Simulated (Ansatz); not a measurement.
Planning a run of Ansatz 0.2.0 on CeO2 (Fm-3m). The input:

```yaml
crystal:
  lattice:
    - [0.0, 2.70365, 2.70365]
    - [2.70365, 0.0, 2.70365]
    - [2.70365, 2.70365, 0.0]
  atoms:
    - { symbol: Ce, position: [0.0, 0.0, 0.0] }
    - { symbol: O, position: [0.25, 0.25, 0.25] }
    - { symbol: O, position: [0.75, 0.75, 0.75] }
  host: atoms
kpoints:
  mp_grid: { grid: [6, 6, 6] }
  band_path:
    path:
      - [0.0, 0.0, 0.0]
      - [0.5, 0.0, 0.5]
      - [0.625, 0.25, 0.625]
      - [0.375, 0.375, 0.75]
      - [0.5, 0.5, 0.5]
      - [0.5, 0.25, 0.75]
      - [0.2625, 0.2625, 0.525]
    npoints: 1
hamiltonian:
  xc:
    exchange: pbe
    correlation: pbe
    exx: { coeff: inverse_dielectric }
  pseudopotentials: { kind: paw, azcp: { folder: soft_1 } }
scf:
  occupations: { method: fixed }
  n_extra_bands: 5
output:
  eigenvalues: true
```

```sh
ansatz run input.yaml --threads 3 --pin off --max-ram 92160MiB --backend cuda --events-out ev --progress --plain --runs-dir out --devices 1 --max-vram 13GiB
```

**Question.** How long will it take on 1 × NVIDIA H100 80GB HBM3 (shared by 6 runs) with 3 threads of AMD EPYC 7R13 (Zen 3), shared host, and how much memory?

It took 36 s; on shared hardware allow 18 s to 72 s. Peak host memory was 1.3 GiB. The sizes that set the cost: 749 plane waves a state, 16 irreducible k points and 17 SCF cycles.

Exact exchange couples every pair of k points and filled bands, so it costs far more than a semilocal run.

[Paths, hosts, dates, memory and timing lines, banners, echoed tables and standing remarks are left out of the program output.]

[Logs are printed without paths, hosts, clocks, repeated set-up lines and the standing remarks that a program may print on its own settings, such as how far it seeks lower states.]

[Runs of the session that timed out or met a known fault of the program may be left out.]

[Cells called generated may have been cut or substituted from an entry of the Crystallography Open Database or the Materials Project.]

[Hosts, paths, dates, database ids (printed as entryN), source tags and the programs' standing remarks are cut or masked in the printed files.]
